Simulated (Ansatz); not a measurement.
# Br on Mo(110): change of the work function, part 3 of 3

How does Br on the hollow site change the work function of Mo(110) as the layer fills?

Ansatz 0.2.0; plane-wave DFT, PBE, Ansatz PAW.

So far, work function, upper face (eV): step 2 (the clean slab) 4.60; step 3 (17 atoms, coverage 0.25 ML, cell 2x2) 4.27.

## (4) The covered slab, k-mesh 12×12×1, coverage 1 ML

System of this step: Br/Mo(110). The cell holds 5 atoms: 4 Mo and 1 Br. Its edges and angles: a = 2.728 Å, b = 2.728 Å, c = 27.004 Å, α = 90.0°, β = 90.0°, γ = 70.5°. Vacuum lies along c.

Another coverage, to see how the dipoles act on each other as their distance changes.

input.yaml

```yaml
crystal:
  lattice:
    - [2.2273863607, -1.575, 0.0]
    - [2.2273863607, 1.575, 0.0]
    - [0.0, 0.0, 27.0044874823]
  atoms:
    - { symbol: Mo, position: [0.0, 0.0, 0.3332779415] }
    - { symbol: Mo, position: [0.5, 0.5, 0.4157600239] }
    - { symbol: Mo, position: [0.0, 0.0, 0.4990654286] }
    - { symbol: Mo, position: [0.5, 0.5, 0.5785393208] }
    - { symbol: Br, position: [0.84, 0.84, 0.6667220585] }
kpoints:
  mp_grid: { grid: [12, 12, 1] }
hamiltonian:
  xc: pbe
scf:
  occupations: { method: fermi_dirac, width: 0.1 }
  convergence: { dr2_threshold: 1.0e-08 }
efield:
  axis: 3
  dipole_correction: true
  ramp_position: 0.97
  ramp_width: 0.06
relax:
  f_tol: 0.02
  max_steps: 60
  constraints: [{ sites: [0, 1] }]
output:
  write_potential: true
  write_density: true
  volumetric_format: npy
```

The run is started by

```sh
ansatz run input.yaml --threads 4 --pin off --max-ram 6144MiB --backend cpu --events-out ev --progress --plain --runs-dir out
```

Numbers of over 12 decimals in the logs are rounded to 6 here.

What it wrote:

```text
[...]
Crystal: 5 atoms, lattice volume = 189.471 Å³
Basis set: ecut = 420 eV, 3757 PW (Γ), exchange–correlation on 40×40×384 points (8 copies of the dense FFT grid, shifted against one another)
Bands: 38, of which v1, the nominal top of the filled ones, is band 32 counted from 1 (31 counted from 0)
Symmetry: 2 space group operations
[...]
k-points: 43 of 144 (time reversal used)
[...]
SCF iter   1: F=—  HF=-22604.807810 eV  |F-HF|=—  |Δ(HF+E_count)|=         —  Δρ=8.24e-3  dr2=2.40e0  ethr=1.77e-3  p=0.041 e·Å  D=3.87e-2 V/Å  ΔV_dip=-1.05 eV  dr2_dipole=1.13e0  V_vac-E_F(+/−)=3.84/4.89 eV  ⟨swp⟩=9.9  Hψ=18695  notcnv=0  defer=4
[...]
SCF iter   9: F=-22604.753198 eV  HF=-22604.753198 eV  |F-HF|=5.13e-10  |Δ(HF+E_count)|=   9.87e-9  Δρ=1.04e-6  dr2=9.10e-9  ethr=1.59e-11  p=0.026 e·Å  D=2.49e-2 V/Å  ΔV_dip=-0.67 eV  dr2_dipole=1.48e-10  V_vac-E_F(+/−)=3.94/4.61 eV  ⟨swp⟩=8.9  Hψ=13723  notcnv=0
SCF 1 converged in 9 iterations: F = -22604.753198 eV  dr2 = 9.10e-9
[...]
relax step   1: F+E_penalty+E_count = -22604.75319812 eV  Δ(F+E_penalty+E_count) = +0.000e0 eV  max|allowed force component| = 5.121e-1 eV/Å  Δτ_max = 0.0000 Å  (9 SCF iters, accepted)
Bands: 44, of which v1, the nominal top of the filled ones, is band 32 counted from 1 (31 counted from 0)
[...]
SCF iter   1: F=—  HF=-22604.792593 eV  |F-HF|=—  |Δ(HF+E_count)|=         —  Δρ=7.23e-3  dr2=1.42e-1  ethr=1.49e-4  p=0.026 e·Å  D=2.49e-2 V/Å  ΔV_dip=-0.67 eV  dr2_dipole=1.04e-2  V_vac-E_F(+/−)=3.96/4.63 eV  ⟨swp⟩=1.9  Hψ=8232  notcnv=0  defer=24
[...]
eigensolver tolerance schedule calibrated: the retry pair's looser diagonalisation under-reported the residual by θ = 0.34 (0.26/decade); ethr = c·dr2/N_el runs at the constant in force after the calibration composes with the one it found (an armed cap, an earlier calibration), c = 1.5e-2
[...]
SCF iter   2: F=—  HF=-22604.790145 eV  |F-HF|=—  |Δ(HF+E_count)|=   2.45e-3  Δρ=3.63e-3  dr2=6.22e-2  ethr=3.38e-5  p=0.040 e·Å  D=3.86e-2 V/Å  ΔV_dip=-1.04 eV  dr2_dipole=1.22e-3  V_vac-E_F(+/−)=3.57/4.61 eV  ⟨swp⟩=3.1  Hψ=4704  notcnv=0  defer=24
[...]
SCF iter   8: F=-22604.776175 eV  HF=-22604.776175 eV  |F-HF|=1.41e-8  |Δ(HF+E_count)|=   6.29e-8  Δρ=1.48e-6  dr2=3.19e-9  ethr=2.38e-12  p=0.033 e·Å  D=3.14e-2 V/Å  ΔV_dip=-0.85 eV  dr2_dipole=1.14e-11  V_vac-E_F(+/−)=3.76/4.61 eV  ⟨swp⟩=11.0  Hψ=13063  notcnv=0
SCF 2 converged in 8 iterations: F = -22604.776175 eV  dr2 = 3.19e-9
relax step   2: F+E_penalty+E_count = -22604.77617464 eV  Δ(F+E_penalty+E_count) = -2.298e-2 eV  max|allowed force component| = 5.378e-1 eV/Å  Δτ_max = 0.1937 Å  (8 SCF iters, accepted)
SCF iter   1: F=—  HF=-22604.833216 eV  |F-HF|=—  |Δ(HF+E_count)|=         —  Δρ=9.85e-3  dr2=1.77e-1  ethr=1.37e-3  p=0.033 e·Å  D=3.14e-2 V/Å  ΔV_dip=-0.85 eV  dr2_dipole=1.32e-2  V_vac-E_F(+/−)=3.76/4.61 eV  ⟨swp⟩=5.3  Hψ=5365  notcnv=0  defer=23
[...]
SCF iter   8: F=-22604.809421 eV  HF=-22604.809421 eV  |F-HF|=1.56e-8  |Δ(HF+E_count)|=   1.27e-7  Δρ=1.50e-6  dr2=3.13e-9  ethr=1.59e-11  p=0.031 e·Å  D=2.93e-2 V/Å  ΔV_dip=-0.79 eV  dr2_dipole=2.95e-11  V_vac-E_F(+/−)=3.82/4.61 eV  ⟨swp⟩=9.7  Hψ=14548  notcnv=0
SCF 3 converged in 8 iterations: F = -22604.809421 eV  dr2 = 3.13e-9
relax step   3: F+E_penalty+E_count = -22604.80942148 eV  Δ(F+E_penalty+E_count) = -3.325e-2 eV  max|allowed force component| = 1.437e-1 eV/Å  Δτ_max = 0.1579 Å  (8 SCF iters, accepted)
[...]
relax step   4: F+E_penalty+E_count = -22604.83013382 eV  Δ(F+E_penalty+E_count) = -2.071e-2 eV  max|allowed force component| = 2.505e-1 eV/Å  Δτ_max = 0.1726 Å  (8 SCF iters, accepted)
[...]
relax step   5: F+E_penalty+E_count = -22604.83940677 eV  Δ(F+E_penalty+E_count) = -9.273e-3 eV  max|allowed force component| = 7.161e-2 eV/Å  Δτ_max = 0.0980 Å  (7 SCF iters, accepted)
SCF iter   1: F=—  HF=-22604.840069 eV  |F-HF|=—  |Δ(HF+E_count)|=         —  Δρ=8.56e-4  dr2=2.89e-3  ethr=3.91e-5  p=0.038 e·Å  D=3.66e-2 V/Å  ΔV_dip=-0.99 eV  dr2_dipole=1.11e-3  V_vac-E_F(+/−)=3.62/4.61 eV  ⟨swp⟩=2.7  Hψ=3867  notcnv=0  defer=26
[...]
SCF iter   7: F=-22604.839984 eV  HF=-22604.839984 eV  |F-HF|=4.87e-9  |Δ(HF+E_count)|=   2.81e-8  Δρ=5.87e-7  dr2=6.48e-10  ethr=1.59e-11  p=0.038 e·Å  D=3.59e-2 V/Å  ΔV_dip=-0.97 eV  dr2_dipole=1.18e-10  V_vac-E_F(+/−)=3.64/4.61 eV  ⟨swp⟩=10.3  Hψ=12159  notcnv=0
SCF 6 converged in 7 iterations: F = -22604.839984 eV  dr2 = 6.48e-10
relax step   6: F+E_penalty+E_count = -22604.83998429 eV  Δ(F+E_penalty+E_count) = -5.775e-4 eV  max|allowed force component| = 4.019e-3 eV/Å  Δτ_max = 0.0138 Å  (7 SCF iters, accepted)
[...]
WARN: The input density's exchange-correlation potential varies sharply where the density is thin. Do not read a vacuum level from v_tot or v_xc, or from such a field of the output density. On a cell that repeats whose density bears no net charge and no dipole along the vacuum's axis use v_es (v_loc + v_h of the components); under efield.dipole_correction with no amplitude use v_es + v_field, which holds any external [...]
SCF converged after 7 iterations
Free energy (F): -22604.839984 eV
[...]
Internal energy: -22604.734683 eV  (E = F + TS)
E sigma→0 (E₀):  -22604.787334 eV
Entropy (-TS):   -0.105301 eV (-21.060 meV/atom)
Fermi energy:    5.714116 eV
Dipole field:    D = 0.035927 V/Å  (p = 0.037619 e·Å, saw-weighted, corrected)
Work function:   Φ+ = 3.6381 eV   Φ− = 4.6083 eV
[...]
--- Forces (eV/Å), atoms counted from 1 ---
  atom   1  Mo    -0.02546518     0.00000000     0.56895049
  atom   2  Mo     0.02752940     0.00000000    -0.56922446
  atom   3  Mo     0.00150140     0.00000000    -0.00245452
  atom   4  Mo    -0.00401937     0.00000000    -0.00106738
  atom   5  Br     0.00044631     0.00000000     0.00379187
  max |Σ_I F_I| component: 7.45e-6 eV/Å
--- Band table (eV; the first three rows and the last of 43) ---
  k-point 0: bands = [... 28 lower, 4.6793, 4.9943, 5.4811, 5.9442, 6.3319, 6.4919, 6.8931, 7.0427, ... 8 higher]
  k-point 1: bands = [... 28 lower, 4.5331, 4.7719, 5.3240, 5.6912, 6.0172, 6.4402, 6.7205, 6.9177, ... 8 higher]
  k-point 2: bands = [... 28 lower, 4.1271, 4.8848, 5.0981, 5.3616, 5.6309, 6.5379, 6.6818, 6.8028, ... 8 higher]
  k-point 42: bands = [... 28 lower, 4.4619, 5.9340, 6.5102, 6.5809, 6.8487, 6.9758, 8.4987, 8.6087, ... 8 higher]
--- Relaxed structure (6 steps of the walk, 6 accepted, 0 SCFs on fresh bases) ---
  F+E_penalty+E_count = -22604.83998429 eV   max|allowed force component| = 4.019e-3 eV/Å
  atoms:
    - { symbol: Mo, position: [0.0, 0.0, 0.333278] }
    - { symbol: Mo, position: [0.5, 0.5, 0.415760] }
    - { symbol: Mo, position: [0.00157838, 0.00157838, 0.498698] }
    - { symbol: Mo, position: [0.508214, 0.508214, 0.580057] }
    - { symbol: Br, position: [0.846691, 0.846691, 0.658113] }
```

It took 44 s on 4 threads of Arm Neoverse V2, shared host; peak memory 0.62 GiB.

The steps of the relaxation:

| step | energy less that of the first step (eV) | largest force component (eV/Å) |
| --- | --- | --- |
| 1 | 0.0000 | 0.5121 |
| 2 | -0.0230 | 0.5378 |
| 3 | -0.0562 | 0.1437 |
| 4 | -0.0769 | 0.2505 |
| 5 | -0.0862 | 0.0716 |
| 6 | -0.0868 | 0.0040 |

The run keeps the 2 symmetry operations that it works with, so distortions that break them were not tested.

The atoms that moved most (Å):

| atom | dx | dy | dz | length |
| --- | --- | --- | --- | --- |
| Br5 | 0.030 | 0.000 | -0.232 | 0.234 |
| Mo4 | 0.037 | 0.000 | 0.041 | 0.055 |
| Mo3 | 0.007 | 0.000 | -0.010 | 0.012 |

The relaxed structure:

```xyz
5
Lattice="2.2274 -1.5750 0.0000 2.2274 1.5750 0.0000 0.0000 0.0000 27.0045" Properties=species:S:1:pos:R:3
Mo    0.0000    0.0000    9.0000
Mo    2.2274    0.0000   11.2274
Mo    0.0070    0.0000   13.4671
Mo    2.2640    0.0000   15.6642
Br    3.7718    0.0000   17.7720
```

Numbers from this step:

- energy at zero smearing: -22604.7873 eV
- work function, upper face: 3.638 eV
- work function, lower face: 4.608 eV
- dipole along the normal: 0.03762 e·Å
- step between the vacuum levels: -0.9702 eV

Running mean over 2.227 Å of the planar mean; the ramp of the sawtooth is left out. The electron's electrostatic potential energy less the Fermi level by z:

z (Å), electron's electrostatic potential energy less the Fermi level (eV) and a bar from the least value:
```
      3.5        4.6 ##############################
      4.0        4.6 ##############################
      4.5        4.6 ##############################
      5.0        4.6 ##############################
      5.5        4.6 ##############################
      6.0        4.5 ##############################
      6.5        4.2 #############################
      7.0        3.1 ############################
      7.5       -0.2 ######################
      8.0       -6.0 ############
      8.5      -10.8 ####
      9.0      -12.4 ##
      9.5      -12.6 #
     10.0      -12.7 #
     10.5      -12.8 #
     11.0      -12.8 #
     11.5      -12.8 #
     12.0      -12.8 #
     12.5      -12.7 #
     13.0      -12.8 #
     13.5      -12.8 #
     14.0      -13.0 #
     14.5      -13.1 #
     15.0      -13.1 #
     15.5      -13.1 #
     16.0      -13.3 
     16.5      -13.5 
     17.0      -12.8 #
     17.5      -11.2 ####
     18.0       -9.9 ######
     18.5       -7.2 ##########
     19.0       -2.1 ###################
     19.5        2.1 ##########################
     20.0        3.3 ############################
     20.5        3.6 ############################
     21.0        3.6 ############################
     21.5        3.6 ############################
     22.0        3.6 ############################
     22.5        3.6 ############################
     23.0        3.6 ############################
     23.5        3.6 ############################
```

The relaxation took 6 steps and lowered the energy by 0.087 eV; the largest force on the free atoms ends at 0.0040 eV/Å.

The covered face has 3.64 eV, -0.96 eV against the clean one; the bare back face has moved by -0.09 eV, a measure of how thin the slab is.

## (5) Work function against coverage

This step: plane-wave DFT, PBE, Ansatz PAW; work function against coverage (Ansatz 0.2.0).

The runs are now put side by side.

This step gave:

```
work function of the clean face     : 4.598 eV
largest change of the work function : -0.9600 eV
```

Table of work function of the covered face by coverage:

| coverage (adsorbates/nm²) | work function of the covered face (eV) |
| --- | --- |
| 0.00 | 4.60 |
| 3.56 | 4.27 |
| 14.25 | 3.64 |

The dipole per adsorbate comes from the change of the cell's dipole. Coverage, by row:

| coverage (1/nm²) | coverage (ML) | work function (eV) | change (eV) | dipole per adsorbate, positive end outwards (debye) | mean height of the added atoms over the highest substrate atom (Å) |
| --- | --- | --- | --- | --- | --- |
| 3.563 | 0.25 | 4.269 | -0.329 | 0.213 | 2.093 |
| 14.25 | 1 | 3.638 | -0.96 | 0.162 | 2.108 |

## (6) Results

```yaml
work_function_of_the_clean_face: 4.60 eV
work_function_at_0p25_ml: 4.27 eV
work_function_at_1_ml: 3.64 eV
dipole_per_adsorbate_at_0p25_ml_positive_end_outwards: 0.21 D
```

What this shows: Br lowers the work function of Mo(110) at the lowest coverage, by 0.33 eV: the adsorbate layer has its positive end outwards. An electronegative adsorbate that lowers the work function shows that charge transfer alone doesn't fix the sign: the pushed-back electron tail of the metal and the adsorbate's own polarisation count too. At the highest coverage the adsorbates are pressed to about 2.7 Å, closer than unbonded atoms of this kind usually come, so a real layer may not reach it. The slab has 4 layers, at the tabulated experimental lattice constant, one starting site was run, and quantum-size effects of a slab this thin can reach one or two tenths of an eV.

[Logs are printed without paths, hosts, clocks, repeated set-up lines and the standing remarks that a program may print on its own settings, such as how far it seeks lower states.]

[Hosts, paths, dates, database ids (printed as entryN), source tags and the programs' standing remarks are cut or masked in the printed files.]

[Maps of the electrostatic potential energy from Ansatz leave out the sawtooth potential of an applied field or a dipole correction, so their vacuum need not be flat; planar profiles and work functions include it.]
